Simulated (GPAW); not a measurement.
KTaO3 (Pm-3m): refractive index against wavelength

The refractive index of KTaO3 (Pm-3m) below the direct gap (2.80 eV on the mesh) is read from one computed spectrum, n = √(Re ε).

Symmetry: Pm-3m, No. 221, cubic system. Conventional cell: a = 3.988 Å, b = 3.988 Å, c = 3.988 Å, α = 90.00°, β = 90.00°, γ = 90.00°. Around Ta on site a lie 6 O at 1.99 Å. Around K on site b lie 12 O at 2.82 Å. Around O on site d lie 2 Ta at 1.99 Å.

Method: GPAW 26.7.0, PBE, RPA, k-mesh 8×8×8, local fields up to 70 eV, Lorentzian half width 0.12 eV.

Launch of the response step: `OMP_NUM_THREADS=1 python df.py`. The run took 94 s, its band step included, on 1 thread of Arm Neoverse V2, on a shared host.

```tsv
wavelength (nm)	photon energy E (eV)	n
2000	0.620	2.1834
1550	0.800	2.1905
1310	0.946	?
1064	1.165	2.2115
850	1.459	2.2360
700	1.771	2.2722
633	1.959	2.3008
```

In the single-oscillator model n² − 1 = E₀E_d/(E₀² − E²), so 1/(n² − 1) = E₀/E_d − E²/(E₀E_d) is linear in E².

Working, on the rows shown:

| x = E² (eV²) | y = 1/(n² − 1) |
| --- | --- |
| 0.384302 | 0.265447 |
| 0.639837 | 0.263276 |
| 1.35784 | 0.257021 |
| 2.12762 | 0.250019 |
| 3.13716 | 0.240218 |
| 3.83641 | 0.2329 |

Means: x̄ = 1.9139, ȳ = 0.25148. Σ(x − x̄)(y − ȳ) = -0.08928, Σ(x − x̄)² = 9.51. Slope = -0.08928 / 9.51 = -0.009388; intercept = ȳ − slope · x̄ = 0.26945. Turned back into n, the line misses the rows shown by at most 0.0021.

Predict the last column of the withheld row from the fit.

At x = 0.89576 the line gives y = 0.26104, that is 2.1979. The run gave 2.1978, so the interpolation is off by 0.00012, 0.1 % of the range in the table.

Refitted with all rows, the slope is -0.009391 and the intercept 0.26946. These give E₀ = √(intercept/−slope) = 5.36 eV and E_d = E₀/intercept = 19.9 eV; E₀ is 1.9 times the direct gap. The electronic limit at long wavelengths, without lattice vibrations, is n = √(1 + 1/intercept) = 2.171. Excitons are left out; PBE gaps are as a rule too small. The values come from a sum over the points of one k-mesh and carry its error, which grows as the direct gap shrinks. This version of GPAW has incomplete matrix elements in the optical limit, which can lower ε − 1 by up to a tenth where first-row anions or d states rule. Spin-orbit coupling is left out.

[Logs are printed without paths, hosts, clocks, repeated set-up lines and the standing remarks that a program may print on its own settings, such as how far it seeks lower states.]
